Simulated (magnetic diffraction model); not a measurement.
## Magnetic neutron pattern of PrTaS2O2

Space group P2/c (no. 13), a = 6.0050 Å, b = 6.3030 Å, c = 6.0190 Å, β = 97.88°.

| site | atom | x | y | z |
| --- | --- | --- | --- | --- |
| 2f | Ta | 1/2 | 0.6903 | 3/4 |
| 2e | Pr | 0 | 0.7672 | 1/4 |
| 4g | S | 0.2525 | 0.1011 | 0.0996 |
| 4g | O | 0.7249 | 0.5686 | 0.5038 |

The compound is invented for this exercise: a known structure type with other elements, its cell scaled to their sizes and not relaxed.

Only Pr is taken to order (form factors of Pr3+); orders and moment sizes are assumed, and not adapted to the symmetry. Radiation: neutrons of λ = 2.567 Å, 5° to 65°; isotropic B of 0.16 Å² (Ta), 0.18 Å² (Pr), 0.23 Å² (S) and 0.33 Å² (O). The intensities are simulated: I ∝ L Σ (|F_N|² + |F_M⊥|²) for unpolarised neutrons, with F_M = 2.695 fm/μB × Σ f(s) S exp(2πi Q·r) exp(−B s²) at Q = H ± k (one set where k and −k are equivalent), only the part normal to Q counting and L = 1/(sin²θ cos θ). For collinear order S is the moment m, which repeats by lattice and centring translations R with the sign exp(−2πi k·R). Form factors are spin-only for 3d ions and dipole or tabulated for f ions, scattering lengths are Sears's of 1992, and absorption is left out. A label names one of the reflections at its angle. The strongest nuclear line in the range is 100, and lines under 0.2 are left out.

Assume the order k = (0 1/2 1/2), collinear moments along [110], 3 μB on Pr; signs + at (0, 0.7672, 1/4), − at (0, 0.2328, 3/4).

Q: Where does magnetic intensity appear, and how strong is it?

| 2θ (°) | index | nuclear | magnetic |
| --- | --- | --- | --- |
| 17.04 | (0 1/2 -1/2) | 0.0 | 88.7 |
| 23.50 | (0 1 0) | 62.9 | 0.0 |
| 24.92 | (1 0 0) | 15.8 | 0.0 |
| 28.87 | (1 1/2 -1/2) | 0.0 | 8.8 |
| 31.76 | (1 -1/2 1/2) | 0.0 | 31.2 |
| 34.47 | (0 1 1) | 15.0 | 0.0 |
| 34.52 | (1 1 0) | 20.1 | 0.0 |
| 37.79 | (0 3/2 1/2) | 0.0 | 12.7 |
| 39.58 | (0 1/2 3/2) | 0.0 | 20.6 |
| 40.82 | (1 1 -1) | 56.5 | 0.0 |
| 44.29 | (-1 1/2 3/2) | 0.0 | 16.6 |
| 44.78 | (-1 3/2 1/2) | 0.0 | 15.8 |
| 45.11 | (1 1 1) | 100.0 | 0.0 |
| 46.81 | (1 3/2 1/2) | 0.0 | 2.5 |
| 50.25 | (1 1/2 3/2) | 0.0 | 9.8 |
| 51.01 | (0 0 2) | 0.8 | 0.0 |
| 51.13 | (2 0 0) | 6.3 | 0.0 |
| 52.48 | (2 1/2 -1/2) | 0.0 | 3.8 |
| 52.78 | (0 3/2 3/2) | 0.0 | 9.1 |
| 54.05 | (1 0 -2) | 6.2 | 0.0 |
| 54.86 | (0 2 1) | 3.1 | 0.0 |
| 56.07 | (2 -1/2 1/2) | 0.0 | 8.4 |
| 56.64 | (1 3/2 -3/2) | 0.0 | 4.3 |
| 56.88 | (0 1 2) | 19.5 | 0.0 |
| 57.00 | (2 1 0) | 4.5 | 0.0 |
| 59.47 | (1 2 -1) | 32.3 | 0.0 |
| 59.73 | (1 1 -2) | 4.3 | 0.0 |
| 59.81 | (2 1 -1) | 0.9 | 0.0 |
| 60.98 | (1 0 2) | 3.4 | 0.0 |
| 61.66 | (-2 1/2 3/2) | 0.0 | 7.3 |
| 61.74 | (1 3/2 3/2) | 0.0 | 8.6 |
| 62.71 | (0 5/2 1/2) | 0.0 | 4.3 |
| 62.81 | (1 2 1) | 95.7 | 0.0 |
| 63.69 | (-2 3/2 1/2) | 0.0 | 8.0 |

The strongest magnetic line in the range is (0 1/2 -1/2) at 17.04° (88.7). On top of the Lorentz factor, which all lines share, magnetic lines fade with angle because f falls: for Pr3+ it is 0.97, 0.88, 0.76 and 0.50 at sin θ/λ = 0.1, 0.2, 0.3 and 0.5 Å⁻¹, while nuclear lengths stay constant. The order has no net moment.
